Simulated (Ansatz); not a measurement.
# La on Cr(110): change of the work function, part 2 of 4

How does one ordered layer of La (longbridge site) change the work function of Cr(110), and what dipole does each adsorbate carry?

Ansatz 0.2.0; plane-wave DFT, PBE-D3(BJ), Ansatz PAW.

So far, work function, upper face (eV): step 2 (the clean slab) 4.77.

## Step 3: The covered slab

System of this step: La/Cr(110). The cell holds 17 atoms: 16 Cr and 1 La. Cell: a = 4.988 Å, b = 4.988 Å, c = 27.241 Å, α = 90.0°, β = 90.0°, γ = 70.5°. Vacuum lies along c.

The clean slab as it ended is repeated in the plane and the adsorbate is set on one face; the cell's size fixes the coverage, and the k-mesh shrinks with it to keep the sampling density about even. Adsorbate and upper layers relax, since the dipole depends on the height.

The input, input.yaml:

```yaml
crystal:
  lattice:
    - [4.0729350596, -2.88, 0.0]
    - [4.0729350596, 2.88, 0.0]
    - [0.0, 0.0, 27.2405063722]
  atoms:
    - { symbol: Cr, position: [0.0, 0.0, 0.330390334] }
    - { symbol: Cr, position: [0.25, 0.25, 0.4051491326] }
    - { symbol: Cr, position: [0.0, 0.0, 0.4778710292] }
    - { symbol: Cr, position: [0.25, 0.25, 0.5471659304] }
    - { symbol: Cr, position: [0.0, 0.5, 0.330390334] }
    - { symbol: Cr, position: [0.25, 0.75, 0.4051491326] }
    - { symbol: Cr, position: [0.0, 0.5, 0.4778710292] }
    - { symbol: Cr, position: [0.25, 0.75, 0.5471659304] }
    - { symbol: Cr, position: [0.5, 0.0, 0.330390334] }
    - { symbol: Cr, position: [0.75, 0.25, 0.4051491326] }
    - { symbol: Cr, position: [0.5, 0.0, 0.4778710292] }
    - { symbol: Cr, position: [0.75, 0.25, 0.5471659304] }
    - { symbol: Cr, position: [0.5, 0.5, 0.330390334] }
    - { symbol: Cr, position: [0.75, 0.75, 0.4051491326] }
    - { symbol: Cr, position: [0.5, 0.5, 0.4778710292] }
    - { symbol: Cr, position: [0.75, 0.75, 0.5471659304] }
    - { symbol: La, position: [0.0, 0.0, 0.669609666] }
kpoints:
  mp_grid: { grid: [7, 7, 1] }
hamiltonian:
  xc: pbe
  dispersion: d3bj
scf:
  occupations: { method: fermi_dirac, width: 0.1 }
  convergence: { dr2_threshold: 1.0e-08 }
efield:
  axis: 3
  dipole_correction: true
  ramp_position: 0.97
  ramp_width: 0.06
relax:
  f_tol: 0.02
  max_steps: 60
  constraints: [{ sites: [0, 1, 4, 5, 8, 9, 12, 13] }]
output:
  bader: true
  dos: { projected: true, e_range: [-8, 4] }
  write_potential: true
  write_density: true
  volumetric_format: npy
  elf: true
```

On the command line:

```bash
> ansatz run input.yaml --threads 4 --pin off --max-ram 6144MiB --backend cpu --events-out ev --progress --plain --runs-dir out
```

Log:

```text
La: projections on atomic orbitals take those of the free atom [Kr 4d10] 4f0 5s2 5p6 5d1 6s2, of charge +0.00 (hamiltonian.pseudopotentials.projection_atoms); the dataset's partial waves leave at most 1.9e-5 of an orbital's norm unspanned inside its sphere
[...]
Crystal: 17 atoms, lattice volume = 639.065 Å³
Basis set: ecut = 420 eV, 12527 PW (Γ), exchange–correlation on 72×72×384 points (8 copies of the dense FFT grid, shifted against one another)
Bands: 141, of which v1, the nominal top of the filled ones, is band 118 counted from 1 (117 counted from 0)
Symmetry: 4 space group operations
[...]
k-points: 16 of 49
[...]
SCF iter   1: F=—  HF=-60291.439093 eV  |F-HF|=—  |Δ(HF+E_count)|=         —  Δρ=5.98e-2  dr2=2.17e2  ethr=1.77e-3  p=0.344 e·Å  D=9.73e-2 V/Å  ΔV_dip=-2.65 eV  dr2_dipole=1.05e2  V_vac-E_F(+/−)=2.03/4.68 eV  ⟨swp⟩=8.4  Hψ=9810  notcnv=0
[...]
SCF iter  20: F=-60290.270175 eV  HF=-60290.270175 eV  |F-HF|=2.55e-8  |Δ(HF+E_count)|=   4.21e-9  Δρ=8.13e-7  dr2=8.74e-9  ethr=4.26e-12  p=0.259 e·Å  D=7.33e-2 V/Å  ΔV_dip=-2.00 eV  dr2_dipole=3.63e-10  V_vac-E_F(+/−)=2.91/4.91 eV  ⟨swp⟩=8.5  Hψ=17917  notcnv=0
WARN: dispersion: an atom stands within reach of a switch of its C6 between two reference coordination numbers of its element: through that C6 alone, e_disp changes by 0.025 eV or more while the distances to its neighbours run over a stretch of 0.05 Å that contains this geometry (sites counted from 0 in the run's list of atoms or, in a supercell that it derives, in that cell's: here a list of 17) — site 16 (La): coordination number 2.065 (about 1.82 to 2.31 with every neighbour 0.05 Å farther or nearer), switch near 2.427 between the references 1.937 (weight 0.94) and 2.917 (weight 0.06), e_disp changing by some 0.07 eV. [rest of the remark cut]
SCF 1 converged in 20 iterations: F = -60290.270175 eV  dr2 = 8.74e-9
[...]
relax step   1: F+E_penalty+E_count = -60290.27017454 eV  Δ(F+E_penalty+E_count) = +0.000e0 eV  max|allowed force component| = 1.701e0 eV/Å  Δτ_max = 0.0000 Å  (20 SCF iters, accepted)
Bands: 164, of which v1, the nominal top of the filled ones, is band 118 counted from 1 (117 counted from 0)
[...]
SCF iter  13: F=-60290.490735 eV  HF=-60290.490735 eV  |F-HF|=1.27e-9  |Δ(HF+E_count)|=   3.48e-9  Δρ=5.02e-7  dr2=2.69e-9  ethr=4.26e-12  p=0.263 e·Å  D=7.45e-2 V/Å  ΔV_dip=-2.03 eV  dr2_dipole=2.99e-12  V_vac-E_F(+/−)=2.88/4.91 eV  ⟨swp⟩=10.2  Hψ=16537  notcnv=0
[...]
SCF 2 converged in 13 iterations: F = -60290.490735 eV  dr2 = 2.69e-9
relax step   2: F+E_penalty+E_count = -60290.49073471 eV  Δ(F+E_penalty+E_count) = -2.206e-1 eV  max|allowed force component| = 1.891e0 eV/Å  Δτ_max = 0.1973 Å  (13 SCF iters, accepted)
[...]
SCF iter  14: F=-60290.974768 eV  HF=-60290.974768 eV  |F-HF|=1.67e-9  |Δ(HF+E_count)|=   1.96e-9  Δρ=2.87e-7  dr2=1.46e-9  ethr=4.26e-12  p=0.274 e·Å  D=7.75e-2 V/Å  ΔV_dip=-2.11 eV  dr2_dipole=3.95e-11  V_vac-E_F(+/−)=2.80/4.91 eV  ⟨swp⟩=9.6  Hψ=14886  notcnv=0
SCF 3 converged in 14 iterations: F = -60290.974768 eV  dr2 = 1.46e-9
relax step   3: F+E_penalty+E_count = -60290.97476777 eV  Δ(F+E_penalty+E_count) = -4.840e-1 eV  max|allowed force component| = 2.170e0 eV/Å  Δτ_max = 0.1943 Å  (14 SCF iters, accepted)
[...]
relax step   4: F+E_penalty+E_count = -60291.42649807 eV  Δ(F+E_penalty+E_count) = -4.517e-1 eV  max|allowed force component| = 1.866e0 eV/Å  Δτ_max = 0.1950 Å  (13 SCF iters, accepted)
[...]
relax step   5: F+E_penalty+E_count = -60291.73417551 eV  Δ(F+E_penalty+E_count) = -3.077e-1 eV  max|allowed force component| = 1.024e0 eV/Å  Δτ_max = 0.1968 Å  (12 SCF iters, accepted)
[...]
relax step   6: F+E_penalty+E_count = -60291.84257563 eV  Δ(F+E_penalty+E_count) = -1.084e-1 eV  max|allowed force component| = 1.479e-1 eV/Å  Δτ_max = 0.1949 Å  (12 SCF iters, accepted)
[...]
relax step   7: F+E_penalty+E_count = -60291.85247749 eV  Δ(F+E_penalty+E_count) = -9.902e-3 eV  max|allowed force component| = 4.526e-2 eV/Å  Δτ_max = 0.0476 Å  (12 SCF iters, accepted)
[...]
relax step   8: F+E_penalty+E_count = -60291.85333562 eV  Δ(F+E_penalty+E_count) = -8.581e-4 eV  max|allowed force component| = 2.929e-2 eV/Å  Δτ_max = 0.0103 Å  (10 SCF iters, accepted)
SCF iter   1: F=—  HF=-60291.853077 eV  |F-HF|=—  |Δ(HF+E_count)|=         —  Δρ=3.19e-4  dr2=2.03e-3  ethr=1.13e-5  p=0.300 e·Å  D=8.49e-2 V/Å  ΔV_dip=-2.31 eV  dr2_dipole=4.77e-4  V_vac-E_F(+/−)=2.57/4.88 eV  ⟨swp⟩=1.9  Hψ=3264  notcnv=0
[...]
SCF iter   8: F=-60291.853453 eV  HF=-60291.853453 eV  |F-HF|=5.08e-9  |Δ(HF+E_count)|=   1.31e-8  Δρ=5.09e-7  dr2=2.34e-9  ethr=4.26e-12  p=0.300 e·Å  D=8.49e-2 V/Å  ΔV_dip=-2.31 eV  dr2_dipole=7.63e-11  V_vac-E_F(+/−)=2.57/4.88 eV  ⟨swp⟩=10.8  Hψ=16714  notcnv=0
SCF 9 converged in 8 iterations: F = -60291.853453 eV  dr2 = 2.34e-9
relax step   9: F+E_penalty+E_count = -60291.85345309 eV  Δ(F+E_penalty+E_count) = -1.175e-4 eV  max|allowed force component| = 4.496e-3 eV/Å  Δτ_max = 0.0030 Å  (8 SCF iters, accepted)
NSCF: frozen V_eff on 16 k-points
[...]
WARN: The input density's exchange-correlation potential varies sharply where the density is thin. Do not read a vacuum level from v_tot or v_xc, or from such a field of the output density. On a cell that repeats whose density bears no net charge and no dipole along the vacuum's axis use v_es (v_loc + v_h of the components); under efield.dipole_correction with no amplitude use v_es + v_field, which holds any external [...]
SCF converged after 8 iterations
Free energy (F): -60291.853453 eV
[...]
Internal energy: -60291.206973 eV  (E = F + TS)
E sigma→0 (E₀):  -60291.530213 eV
Entropy (-TS):   -0.646480 eV (-38.028 meV/atom)
Fermi energy:    3.974555 eV
Dipole field:    D = 0.084943 V/Å  (p = 0.299992 e·Å, saw-weighted, corrected)
Work function:   Φ+ = 2.5688 eV   Φ− = 4.8827 eV
[...]
--- Forces (eV/Å), atoms counted from 1 ---
  atom   1  Cr     0.00000000     0.00000000     0.81105586
  atom   2  Cr     0.04441340     0.00000000    -0.70703475
  atom   3  Cr     0.00000000     0.00000000     0.00370012
  atom   4  Cr    -0.00140708     0.00000000     0.00104844
  atom   5  Cr     0.00000000     0.00000000     0.75408333
  atom   6  Cr     0.00000000     0.02293532    -0.86308653
  atom   7  Cr     0.00000000     0.00000000     0.00223765
  atom   8  Cr     0.00000000    -0.00054609    -0.00449610
  atom   9  Cr     0.00000000     0.00000000     0.75408333
  atom  10  Cr     0.00000000    -0.02293532    -0.86308653
  atom  11  Cr     0.00000000     0.00000000     0.00223765
  atom  12  Cr     0.00000000     0.00054609    -0.00449610
  atom  13  Cr     0.00000000     0.00000000     0.81940559
  atom  14  Cr    -0.04441340     0.00000000    -0.70703475
  atom  15  Cr     0.00000000     0.00000000    -0.00144039
  atom  16  Cr     0.00140708     0.00000000     0.00104844
  atom  17  La     0.00000000     0.00000000     0.00179710
  max |Σ_I F_I| component: 2.24e-5 eV/Å
--- Band table (eV; the first three rows and the last of 16) ---
  k-point 0: bands = [... 114 lower, 4.1767, 4.3812, 4.3841, 4.5824, 4.5897, 4.6889, 4.8273, 4.9037, ... 42 higher]
  k-point 1: bands = [... 114 lower, 4.1365, 4.2236, 4.3398, 4.3776, 4.4133, 4.6484, 4.7578, 4.7781, ... 42 higher]
  k-point 2: bands = [... 114 lower, 3.6606, 3.7391, 3.7890, 4.1741, 4.3138, 4.3686, 4.5110, 4.5610, ... 42 higher]
  k-point 15: bands = [... 114 lower, 3.4688, 3.4757, 3.5315, 3.6210, 3.6418, 3.6507, 3.8047, 3.8256, ... 42 higher]
--- Relaxed structure (9 steps of the walk, 9 accepted, 0 SCFs on fresh bases) ---
  F+E_penalty+E_count = -60291.85345309 eV   max|allowed force component| = 4.496e-3 eV/Å
  atoms:
    - { symbol: Cr, position: [0.0, 0.0, 0.330390] }
    - { symbol: Cr, position: [0.250000, 0.250000, 0.405149] }
    - { symbol: Cr, position: [0.0, 0.0, 0.477319] }
    - { symbol: Cr, position: [0.249105, 0.249105, 0.549487] }
    - { symbol: Cr, position: [0.0, 0.500000, 0.330390] }
    - { symbol: Cr, position: [0.250000, 0.75, 0.405149] }
    - { symbol: Cr, position: [0.0, 0.500000, 0.477435] }
    - { symbol: Cr, position: [0.255947, 0.744053, 0.547619] }
    - { symbol: Cr, position: [0.500000, 0.0, 0.330390] }
    - { symbol: Cr, position: [0.75, 0.250000, 0.405149] }
    - { symbol: Cr, position: [0.500000, 0.0, 0.477435] }
    - { symbol: Cr, position: [0.744053, 0.255947, 0.547619] }
    - { symbol: Cr, position: [0.500000, 0.500000, 0.330390] }
    - { symbol: Cr, position: [0.75, 0.75, 0.405149] }
    - { symbol: Cr, position: [0.500000, 0.500000, 0.478259] }
    - { symbol: Cr, position: [0.750895, 0.750895, 0.549487] }
    - { symbol: La, position: [0.0, 0.0, 0.632629] }
--- Bader charges: 17 sites ---
  site symbol  charge [e]  shift [e]
     0     Cr     -0.0326     0.0000
     1     Cr      0.0220     0.0000
     2     Cr      0.0267     0.0003
     3     Cr     -0.1449     0.0001
     4     Cr     -0.0355     0.0000
     5     Cr      0.0246     0.0000
     6     Cr      0.0306     0.0002
     7     Cr     -0.2312     0.0006
     8     Cr     -0.0355     0.0000
     9     Cr      0.0246     0.0000
    10     Cr      0.0306     0.0002
    11     Cr     -0.2312     0.0006
    12     Cr     -0.0370     0.0000
    13     Cr      0.0220     0.0000
    14     Cr      0.0323     0.0004
    15     Cr     -0.1449     0.0001
    16     La      0.6795     0.0011
  estimated error of the sums over rays = 6.4e-4 e
```

Run time: 20 min. Hardware: 4 threads of Arm Neoverse N1, shared host; peak memory 3.3 GiB.

Step by step:

```
step  energy less that of the first step (eV)  largest force component (eV/Å)
   1                                   0.0000                          1.7007
   2                                  -0.2206                          1.8905
   3                                  -0.7046                          2.1698
   4                                  -1.1563                          1.8662
   5                                  -1.4640                          1.0237
   6                                  -1.5724                          0.1479
   7                                  -1.5823                          0.0453
   8                                  -1.5832                          0.0293
   9                                  -1.5833                          0.0045
```

Forces are held to the 4 operations that the program found; a distortion that breaks them can't arise in this run.

The atoms that moved most (Å):

```
atom      dx      dy      dz  length
La17   0.000   0.000  -1.007   1.007
Cr16   0.007   0.000   0.063   0.064
 Cr4  -0.007   0.000   0.063   0.064
Cr12   0.000   0.034   0.012   0.036
 Cr8   0.000  -0.034   0.012   0.036
 Cr3   0.000   0.000  -0.015   0.015
 Cr7   0.000   0.000  -0.012   0.012
Cr11   0.000   0.000  -0.012   0.012
```

This step gave:

```
energy at zero smearing        : -60291.5302 eV
work function, upper face      : 2.569 eV
work function, lower face      : 4.883 eV
dipole along the normal        : 0.3000 e·Å
step between the vacuum levels : -2.314 eV
```

Running mean over 2.036 Å of the planar mean; the ramp of the sawtooth is left out. Electron's electrostatic potential energy less the Fermi level against z:

```
z (Å)  electron's electrostatic potential energy less the Fermi level (eV)
  3.5                                                                 4.88
  4.0                                                                 4.88
  4.5                                                                 4.88
  5.0                                                                 4.87
  5.5                                                                 4.85
  6.0                                                                 4.78
  6.5                                                                 4.56
  7.0                                                                 3.82
  7.5                                                                 1.36
  8.0                                                                -3.32
  8.5                                                                -7.77
  9.0                                                                -9.54
  9.5                                                                -9.73
 10.0                                                                -9.80
 10.5                                                                -9.88
 11.0                                                                -9.98
 11.5                                                                -10.3
 12.0                                                                -10.5
 12.5                                                                -10.4
 13.0                                                                -10.1
 13.5                                                                -10.5
 14.0                                                                -10.7
 14.5                                                                -10.3
 15.0                                                                -9.63
 15.5                                                                -8.10
 16.0                                                                -5.35
 16.5                                                                -3.21
 17.0                                                                -3.13
 17.5                                                                -3.19
 18.0                                                                -2.09
 18.5                                                               -0.374
 19.0                                                                 1.22
 19.5                                                                 2.00
 20.0                                                                 2.32
 20.5                                                                 2.46
 21.0                                                                 2.52
 21.5                                                                 2.55
 22.0                                                                 2.56
 22.5                                                                 2.57
 23.0                                                                 2.57
 23.5                                                                 2.57
 24.0                                                                 2.57
```

The density of states has structure finer than the step of the table below, so its rows give means over 0.5 eV. Peaks (eV: height): -2.26: 45.4, -1.77: 46.9, 1.23: 61.6, 1.29: 59.8, 1.35: 58.9, 1.47: 77.1, 1.71: 84.7.

The density of states by energy, zero at the Fermi level; means over each step:

```
energy (eV)  density of states (states/eV a cell)
       -7.5                                0.0952
       -7.0                                 0.911
       -6.5                                 0.952
       -6.0                                  1.50
       -5.5                                  2.20
       -5.0                                  2.67
       -4.5                                  4.78
       -4.0                                  13.3
       -3.5                                  17.9
       -3.0                                  17.9
       -2.5                                  17.3
       -2.0                                  30.2
       -1.5                                  29.0
       -1.0                                  28.0
       -0.5                                  17.8
        0.0                                  19.1
        0.5                                  28.1
        1.0                                  42.5
        1.5                                  54.1
```

Projected DOS per atom over height of the atomic layer and energy from the Fermi level. Layers: Cr4 Cr4 Cr4 Cr4 La from below.

Ten even steps from '0' (0.0 states/eV) to '9' (23.5 states/eV), each cell a mean:
```
00009
11112
01000
00000
00000
00000
10000
00000
00000
00000
00000
00000
00000
00000
00000
00000
00000
00000
00000
00000
00000
00000
```
Columns: height of the atomic layer (Å) from 9 to 17.2 (not evenly spaced); rows upwards: energy from the Fermi level (eV) from -7.96 to 1.95.

ELF in the ca plane at fractional y = 0.000, with atoms of Cr and La within 0.2 Å of it. It is the smooth field of the valence electrons, not physical close to the nuclei.

Ten even steps from '0' (0.00) to '9' (0.92), each cell a mean:
```
15996244344259962344434762488421111000000000
12452243234224422433443688886311111000000000
33222443334432234433454357763111111000000000
33222443234432224433455212211111110000000000
12552243234225522433345421000111100000000000
15896244344259962443345532111111000000000000
16997234444269972344445543211111000000000000
03774244334237742443345431101111100000000000
22332343234322223433355311100111110000000000
43323443334532234433454234432111110000000000
22332343234322223433443578875211111000000000
03774244334237742333434775787421111000000000
16997234444269972344434740288421211000000000
```
Columns run along c (16.0 Å, from fractional 0.30 to 0.88 of the cell), rows up along a (5.0 Å). Atoms in or near the plane, at fractional coordinates: Cr at (0.33, 0.00), Cr at (0.48, 0.00), Cr at (0.33, 0.50), Cr at (0.48, 0.50), La at (0.63, 0.00).

Electrostatic potential energy in the ca plane at fractional y = 0.000, with atoms of Cr and La within 0.2 Å of it. With pseudopotentials it is smooth inside the atoms' cores, unlike the true potential.

Values in eV, 7 rows by 16 columns, each cell a mean:
```
-17 -26   2   3 -18 -25   3   4 -19 -33  -7   5   7   7   7   7
  1  -1   3   2   1  -1   3   3   0  -8   2   6   7   7   7   7
-13 -20   3   3 -13 -19   3   4   7   5   6   7   7   7   7   7
-24 -32   2   3 -24 -31   2   6   7   7   6   7   7   7   7   7
 -6 -11   3   2  -6 -11   3   4   6   4   5   7   7   7   7   7
 -2  -6   3   2  -2  -5   3   3  -5 -18   0   6   7   7   7   7
-22 -31   2   3 -22 -30   2   4 -22 -30 -10   5   7   7   7   7
```
Columns run along c (16.0 Å, from fractional 0.30 to 0.88 of the cell; values clipped at the 3rd and 97th percentile), rows up along a (5.0 Å). Atoms in or near the plane, at fractional coordinates: Cr at (0.33, 0.00), Cr at (0.48, 0.00), Cr at (0.33, 0.50), Cr at (0.48, 0.50), La at (0.63, 0.00).

Valence density in the ca plane at fractional y = 0.000, with atoms of Cr and La within 0.2 Å of it. It is the smooth field of the valence electrons, not physical close to the nuclei.

Ten steps, logarithmic in the rise over the least value, from '0' (0 e/Å³) to '9' (18 e/Å³), each cell a mean:
```
26897322222369963222122454443100000000000000
13554222222235542222222344432000000000000000
12222222222222222222221223321000000000000000
12222222222222222222211111100000000000000000
13564222222235642222111000000000000000000000
26897322222369973221111000000000000000000000
26997322222369973221111000000000000000000000
15775222222257752222111000000000000000000000
12343222222223422222211100000000000000000000
11222222222222222222211122210000000000000000
12343222222223422222222234431000000000000000
15775222222257752222222445542100000000000000
26997322222379973221123444443100000000000000
```
Columns run along c (16.0 Å, from fractional 0.30 to 0.88 of the cell), rows up along a (5.0 Å). Atoms in or near the plane, at fractional coordinates: Cr at (0.33, 0.00), Cr at (0.48, 0.00), Cr at (0.33, 0.50), Cr at (0.48, 0.50), La at (0.63, 0.00).

The relaxation took 9 steps and lowered the energy by 1.6 eV; the largest force on the free atoms ends at 0.0045 eV/Å.

By hand: a sheet of dipoles makes a step −p/(ε₀A) in the electron's potential. With e/ε₀ = 180.95 V·Å, p = 0.3000 e·Å and A = 23.46 Å², that is −180.95 × (0.3000) / 23.46 = -2.314 eV, and the two vacuum levels of the run differ by -2.314 eV.

The covered face has 2.57 eV, -2.20 eV against the clean one; the bare back face has moved by -0.04 eV, a measure of how thin the slab is.

(Continued in part 3 of 4.)

[Long decimals in the printed logs are rounded to 6 places.]

[Logs are printed without paths, hosts, clocks, repeated set-up lines and the standing remarks that a program may print on its own settings, such as how far it seeks lower states.]

[Hosts, paths, dates, database ids (printed as entryN), source tags and the programs' standing remarks are cut or masked in the printed files.]

[Maps of the electrostatic potential energy from Ansatz leave out the sawtooth potential of an applied field or a dipole correction, so their vacuum need not be flat; planar profiles and work functions include it.]

[The density of states shown here was stored with 400 of the rows of the run's finer table, so its peaks can read low, often by over a quarter, or be missed, and its means over a window can be off by a tenth or more.]
